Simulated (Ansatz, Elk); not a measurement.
## How far do independent atoms describe SrVPbI?

Structure refinements treat a crystal as free atoms side by side. For a made-up structure of SrVPbI (cell and positions from a PBE relaxation) the runs below show what the calculated density changes in F(hkl).

Main program and level: Elk 11.2.3 (patched build); DFT, PBE, all-electron APW+lo, Dirac cores, scalar-relativistic bands, static density, ferromagnetic start.

The structure was built from a prototype and need not be the compound's stable phase.

## 1. The structure

The structure is tetragonal, space group P4/nmm (No. 129). The conventional cell has a = 5.539 Å, b = 5.539 Å, c = 9.377 Å, α = 90.00°, β = 90.00°, γ = 90.00°. Nearest to Pb lie 4 V at 2.79 Å. I has 4 Sr at 3.37 Å nearest. Nearest to Sr lie 1 V at 3.10 Å and 4 I at 3.37 Å. Nearest to V lie 4 Pb at 2.79 Å and 1 Sr at 3.10 Å. Farther neighbours and most contacts between anions are not listed.

## 2. Ground state and structure factors

An all-electron density is needed, since X-rays see the cores too. Task 0 finds the density and task 195 Fourier-transforms it; tshift is off so that phases refer to the origin typed.

elk.in

```
tasks
  0
  195
  196

xctype
  20

spinpol
  .true.

rgkmax
  7.0

gmaxvr
  14.0

lmaxo
  7

lmaxapw
  8

swidth
  0.002

tshift
  .false.

ramdisk
  .false.

hmaxvr
  5.5

maxscl
  120

epspot
  1e-06

reducebf
  0.8

sppath
  './'

avec
  10.46765201737 -0.00000000000 0.00000000000
  -0.00000000000 10.46765201737 0.00000000000
  0.00000000000 0.00000000000 17.72079202922

atoms
  4
  'Pb.in'
  2
  0.0000000000 0.0000000000 0.5000000000   0.000000 0.000000 0.000000
  0.5000000000 0.5000000000 0.5000000000   0.000000 0.000000 0.000000
  'I.in'
  2
  0.0000000000 -0.0000000000 -0.0000000000   0.000000 0.000000 0.000000
  0.5000000000 0.5000000000 -0.0000000000   0.000000 0.000000 0.000000
  'Sr.in'
  2
  0.5000000000 0.0000000000 0.2041026805   0.000000 0.000000 0.000000
  0.0000000000 0.5000000000 0.7958973195   0.000000 0.000000 0.000000
  'V.in'
  2
  0.5000000000 -0.0000000000 0.5347395353   0.000000 0.000000 -0.110000
  -0.0000000000 0.5000000000 0.4652604647   0.000000 0.000000 -0.110000

ngridk
  4 4 2
```

Launch:

```sh
> OMP_NUM_THREADS=4 elk
```

Numbers of over 12 decimals in the logs are rounded to 6 here.

The log of the run:

```text
┌─────────────────────────┐
│ Elk code version 11.2.3 │
└─────────────────────────┘

All units are atomic (Hartree, Bohr, etc.)

┌─────────────────────────────────────────────────┐
│ Ground-state run starting from atomic densities │
└─────────────────────────────────────────────────┘

Lattice vectors :
   10.46765202      -0.000000000       0.000000000
  -0.000000000       10.46765202       0.000000000
   0.000000000       0.000000000       17.72079203

Reciprocal lattice vectors :
  0.6002478203       0.000000000      -0.000000000
   0.000000000      0.6002478203      -0.000000000
  -0.000000000      -0.000000000      0.3545657156

Unit cell volume      :    1941.697995
Brillouin zone volume :   0.1277491217

Muffin-tin inner radius fraction :   0.1000000000E-01

Nuclei treated as point charges

Species : 1 (Pb)
 parameters loaded from : Pb.in
 name : lead
 nuclear charge    :   -82.00000000
 electronic charge :    82.00000000
 atomic mass :    377702.4943
 muffin-tin radius :    2.800000000
 number of radial points in muffin-tin :   1393
 inner part over the whole radius :   0.9993555083E-02
 number on inner part of muffin-tin    :   1001
 approximate nuclear radius :   0.1047603524E-03
 number of mesh points to nuclear radius :    525
 atomic positions (lattice), magnetic fields (Cartesian) :
  1 :   0.00000000  0.00000000  0.50000000    0.00000000  0.00000000  0.00000000
  2 :   0.50000000  0.50000000  0.50000000    0.00000000  0.00000000  0.00000000

Species : 2 (I)
 parameters loaded from : I.in
 name : iodine
 nuclear charge    :   -53.00000000
 electronic charge :    53.00000000
 atomic mass :    231332.6972
 muffin-tin radius :    2.600000000
 number of radial points in muffin-tin :   1193
 inner part over the whole radius :   0.9964907323E-02
 number on inner part of muffin-tin    :    851
 approximate nuclear radius :   0.9002358621E-04
 number of mesh points to nuclear radius :    431
 atomic positions (lattice), magnetic fields (Cartesian) :
  1 :   0.00000000  0.00000000  0.00000000    0.00000000  0.00000000  0.00000000
  2 :   0.50000000  0.50000000  0.00000000    0.00000000  0.00000000  0.00000000

Species : 3 (Sr)
 parameters loaded from : Sr.in
 name : strontium
 nuclear charge    :   -38.00000000
 electronic charge :    38.00000000
 atomic mass :    159721.4892
 muffin-tin radius :    2.600000000
 number of radial points in muffin-tin :   1193
 inner part over the whole radius :   0.9909106339E-02
 number on inner part of muffin-tin    :    847
 approximate nuclear radius :   0.8067967193E-04
 number of mesh points to nuclear radius :    415
 atomic positions (lattice), magnetic fields (Cartesian) :
  1 :   0.50000000  0.00000000  0.20410268    0.00000000  0.00000000  0.00000000
  2 :   0.00000000  0.50000000 -0.20410268    0.00000000  0.00000000  0.00000000

Species : 4 (V)
 parameters loaded from : V.in
 name : vanadium
 nuclear charge    :   -23.00000000
 electronic charge :    23.00000000
 atomic mass :    92860.67382
 muffin-tin radius :    2.400000000
 number of radial points in muffin-tin :    993
 inner part over the whole radius :   0.9920165687E-02
 number on inner part of muffin-tin    :    699
 approximate nuclear radius :   0.6897515165E-04
 number of mesh points to nuclear radius :    327
 atomic positions (lattice), magnetic fields (Cartesian) :
  1 :   0.50000000  0.00000000 -0.46526046    0.00000000  0.00000000 -0.11000000
  2 :   0.00000000  0.50000000  0.46526046    0.00000000  0.00000000 -0.11000000

Total number of atoms per unit cell :    8
Total muffin-tin volume :    594.2050233
 ratio of muffin-tin to unit cell volume :   0.3060234006

Spin treatment :
 spin-polarised
 global magnetic field (Cartesian) :    0.000000000       0.000000000       0.000000000
 collinear magnetisation in z-direction

Number of Bravais lattice symmetries :   16
Number of crystal symmetries         :   16
Crystal has no inversion symmetry
Complex Hermitian eigensolver will be used

k-point grid :      4     4     2
[...]
sum of occupied eigenvalues :     -39440.575592881
 electron kinetic            :      72300.352706329
 core electron kinetic       :      71400.937146122
 Coulomb                     :     -135208.69644222
 Coulomb potential           :     -109852.69152307
 nuclear-nuclear             :     -4508.7970095641
 electron-nuclear            :     -151619.42765591
 Hartree                     :      20919.528223261
 Madelung                    :     -80282.350680680
 xc potential                :     -1888.0137867843
 xc effective B-field        :    -0.222978
 external B-field            :      0.000000
 exchange                    :     -1423.8845783480
 correlation                 :     -21.598914487932
 electron entropic           :    -0.16689042937730E-02
 total energy                :     -64353.828897628
 (external B-field energy excluded from total)

Density of states at Fermi energy :    122.0699274
 (states/Hartree/unit cell)

Estimated indirect band gap :   0.2134185170E-02
 from k-point 2 to k-point 4
Estimated direct band gap   :   0.4946105559E-02
 at k-point 2

Charges :
 core                        :    284.0000000
 valence                     :    108.0000000
 interstitial                :    13.97997584
 muffin-tins (core leakage)
  species : 1 (Pb)
[...]
species : 2 (I)
[...]
species : 3 (Sr)
[...]
species : 4 (V)
[...]
total in muffin-tins        :    378.0200242
 total calculated charge     :    391.9967647
 total charge                :    392.0000000
 error                       :   0.3235335803E-02

Moments :
 interstitial                :   0.7826618367
 muffin-tins
  species : 1 (Pb)
[...]
species : 2 (I)
[...]
species : 3 (Sr)
[...]
species : 4 (V)
[...]
total in muffin-tins        :    4.291265729
 total moment                :    5.073927566

RMS change in Kohn-Sham potential (target) :   0.6626277745E-06 (  0.1000000000E-05)
Absolute change in total energy (target)   :   0.4548790457E-05 (  0.1000000000E-03)

Convergence targets achieved

┌──────────────────┐
│ Loop number : 23 │
└──────────────────┘

Energies :
 Fermi                       :     0.166925
 sum of occupied eigenvalues :     -39440.575607577
 electron kinetic            :      72300.352696709
 core electron kinetic       :      71400.937144872
 Coulomb                     :     -135208.69643163
 Coulomb potential           :     -109852.69153517
 nuclear-nuclear             :     -4508.7970095641
 electron-nuclear            :     -151619.42761830
 Hartree                     :      20919.528196235
 Madelung                    :     -80282.350664044
 xc potential                :     -1888.0137878459
 xc effective B-field        :    -0.222971
 external B-field            :      0.000000
 exchange                    :     -1423.8845725988
 correlation                 :     -21.598915009548
 electron entropic           :    -0.16689637161788E-02
 total energy                :     -64353.828891491
 (external B-field energy excluded from total)

Density of states at Fermi energy :    122.0739563
 (states/Hartree/unit cell)

Estimated indirect band gap :   0.2134000992E-02
 from k-point 2 to k-point 4
Estimated direct band gap   :   0.4945482078E-02
 at k-point 2

Charges :
 core                        :    284.0000000
 valence                     :    108.0000000
 interstitial                :    13.97997831
 muffin-tins (core leakage)
  species : 1 (Pb)
[...]
species : 2 (I)
[...]
species : 3 (Sr)
[...]
atom 2                    :    35.93725161     (  0.2825992603E-04)
  species : 4 (V)
   atom 1                    :    21.42842010     ( -0.2221821536E-06)
   atom 2                    :    21.42842010     ( -0.2221821536E-06)
 total in muffin-tins        :    378.0200217
 total calculated charge     :    391.9967647
 total charge                :    392.0000000
 error                       :   0.3235334655E-02

Moments :
 interstitial                :   0.7826861831
 muffin-tins
  species : 1 (Pb)
[...]
species : 2 (I)
[...]
species : 3 (Sr)
[...]
atom 2                    :   0.3975587258E-01
  species : 4 (V)
   atom 1                    :    2.221037407
   atom 2                    :    2.221037407
 total in muffin-tins        :    4.291207399
 total moment                :    5.073893582

┌──────────────────────────────┐
│ Self-consistent loop stopped │
└──────────────────────────────┘

Warning : core states of species 1 leak from the muffin-tin :   0.1213240754E-02

Warning : core states of species 2 leak from the muffin-tin :   0.2014850433E-03

Wrote STATE.OUT
```

Elapsed: 5.2 min, on 4 threads of AMD EPYC 9R45, shared host; peak memory 0.9 GiB; 17 min of CPU time.

SFACRHO.OUT:

```text

h k l indices transformed by vhmat matrix:
   1.000000000       0.000000000       0.000000000    
   0.000000000       1.000000000       0.000000000    
   0.000000000       0.000000000       1.000000000    

      h      k      l  multipl.   |H|            Re(F)            Im(F)           |F|

      0      0      0      1   0.0000000       392.00000      0.26017638E-15   392.00000    
      0      0     -1      2  0.35456572      -80.318244     -0.33683091E-13   80.318244    
     -1      0      0      4  0.60024782     -0.67366182E-14 -0.20693483E-13  0.21762405E-13
      0     -1      1      4  0.69714725     -0.33683091E-13   57.103305       57.103305    
      1      0      1      4  0.69714725      0.20209855E-13  -57.103305       57.103305    
      0      0      2      2  0.70913143       231.94433     -0.84207727E-13   231.94433    
      1     -1      0      4  0.84887861       139.93208      0.16236860E-13   139.93208    
     -1     -1      1      8  0.91995203      -36.928905      0.18525700E-13   36.928905    
      1      0     -2      4  0.92906665      0.40419709E-13   51.731598       51.731598    
      0      1     -2      4  0.92906665     -0.33683091E-13  -51.731598       51.731598    
      0      0     -3      2   1.0636971      -132.82204     -0.33683091E-14   132.82204    
     -1      1      2      8   1.1061023       253.60979      0.33683091E-14   253.60979    
      0      2      0      4   1.2004956       326.34344     -0.39929528E-13   326.34344    
     -1      0      3      4   1.2213718     -0.55577100E-13   60.965798       60.965798    
      0      1      3      4   1.2213718      0.38735555E-13  -60.965798       60.965798    
      2      0      1      4   1.2517614      -70.961999      0.37893477E-13   70.961999    
      0     -2      1      4   1.2517614      -70.961999      0.19367777E-13   70.961999    
     -1     -2      0      8   1.3421949      0.33683091E-14 -0.34975934E-13  0.35137750E-13
```

Elk indexes on the primitive cell of elk.in and gives |H| = 4π sin θ/λ in inverse bohr. Below, one row stands for each form hkl of the conventional cell (m members, Friedel mates merged), F is for one primitive cell and the density is static (no thermal factor). Free-atom factors are Waasmaier and Kirfel's, and R is Σm||F|−|F'||/Σm|F|.

| hkl | m | sin θ/λ (Å⁻¹) | abs F, DFT | neutral atoms | diff. | abs of complex diff. |
| --- | --- | --- | --- | --- | --- | --- |
| 001 | 2 | 0.053 | 80.318 | 79.964 | +0.354 | 0.354 |
| 100 | 4 | 0.090 | 0.000 | 0.000 | +0.000 | 0.000 |
| 101 | 8 | 0.105 | 57.103 | 56.823 | +0.280 | 0.280 |
| 002 | 2 | 0.107 | 231.944 | 231.051 | +0.893 | 0.893 |
| 110 | 4 | 0.128 | 139.932 | 140.231 | -0.299 | 0.299 |
| 111 | 8 | 0.138 | 36.929 | 37.509 | -0.580 | 0.580 |
| 102 | 8 | 0.140 | 51.732 | 51.654 | +0.077 | 0.077 |
| 003 | 2 | 0.160 | 132.822 | 132.981 | -0.159 | 0.159 |
| 112 | 8 | 0.166 | 253.610 | 253.663 | -0.053 | 0.053 |
| 200 | 4 | 0.180 | 326.343 | 326.436 | -0.093 | 0.093 |
| 103 | 8 | 0.184 | 60.966 | 61.180 | -0.214 | 0.214 |
| 201 | 8 | 0.188 | 70.962 | 71.376 | -0.414 | 0.414 |
| 210 | 8 | 0.202 | 0.000 | 0.000 | +0.000 | 0.000 |
| 113 | 8 | 0.205 | 18.114 | 17.888 | +0.227 | 0.227 |

## 3. The magnetisation density

The same run holds the spin density, and task 196 transforms it. The order is that of the start, and no other was tried.

SFACMAG_1.OUT:

```text

h k l indices transformed by vhmat matrix:
   1.000000000       0.000000000       0.000000000    
   0.000000000       1.000000000       0.000000000    
   0.000000000       0.000000000       1.000000000    

      h      k      l  multipl.   |H|            Re(F)            Im(F)           |F|

      0      0      0      1   0.0000000       5.0738938      0.48276245E-19   5.0738938    
      0      0     -1      2  0.35456572      -4.3830208      -0.0000000       4.3830208    
     -1      0      0      4  0.60024782     -0.42103864E-15 -0.22346580E-15  0.47666602E-15
      0     -1      1      4  0.69714725     -0.21051932E-15 -0.89380068      0.89380068    
      1      0      1      4  0.69714725      0.21051932E-15  0.89380068      0.89380068    
      0      0      2      2  0.70913143       3.1563379      0.10525966E-15   3.1563379    
      1     -1      0      4  0.84887861      -4.4275530     -0.91205224E-18   4.4275530    
     -1     -1      1      8  0.91995203       3.8351251      0.11052264E-14   3.8351251    
      1      0     -2      4  0.92906665      0.42103864E-15   1.3803840       1.3803840    
      0      1     -2      4  0.92906665       0.0000000      -1.3803840       1.3803840    
      0      0     -3      2   1.0636971      -1.9166047      0.21051932E-15   1.9166047    
     -1      1      2      8   1.1061023      -2.6682556     -0.10525966E-15   2.6682556    
      0      2      0      4   1.2004956       3.1442885     -0.36877354E-15   3.1442885    
     -1      0      3      4   1.2213718     -0.21051932E-15   1.3377674       1.3377674    
      0      1      3      4   1.2213718     -0.21051932E-15  -1.3377674       1.3377674    
      2      0      1      4   1.2517614      -2.8450171      0.36840881E-15   2.8450171
```

The total moment is 5.07 μB a cell; sphere moments: Pb1 -0.12, Pb2 -0.12, I3 0.00, I4 0.00, Sr5 +0.04, Sr6 +0.04, V7 +2.22, V8 +2.22 μB. Polarised neutrons measure spin and orbital magnetisation together; without spin-orbit coupling the run gives the spin part:

| hkl | sin θ/λ (Å⁻¹) | abs F_M (μB) |
| --- | --- | --- |
| 001 | 0.053 | 4.383 |
| 100 | 0.090 | 0.000 |
| 101 | 0.105 | 0.894 |
| 002 | 0.107 | 3.156 |
| 110 | 0.128 | 4.428 |
| 111 | 0.138 | 3.835 |
| 102 | 0.140 | 1.380 |
| 003 | 0.160 | 1.917 |
| 112 | 0.166 | 2.668 |
| 200 | 0.180 | 3.144 |
| 103 | 0.184 | 1.338 |
| 201 | 0.188 | 2.845 |
| 210 | 0.202 | 0.000 |
| 113 | 0.205 | 1.571 |

(Part 1 of 2 ends here.)

[Logs are printed without paths, hosts, clocks, repeated set-up lines and the standing remarks that a program may print on its own settings, such as how far it seeks lower states.]

[Hosts, paths, dates, database ids (printed as entryN), source tags and the programs' standing remarks are cut or masked in the printed files.]
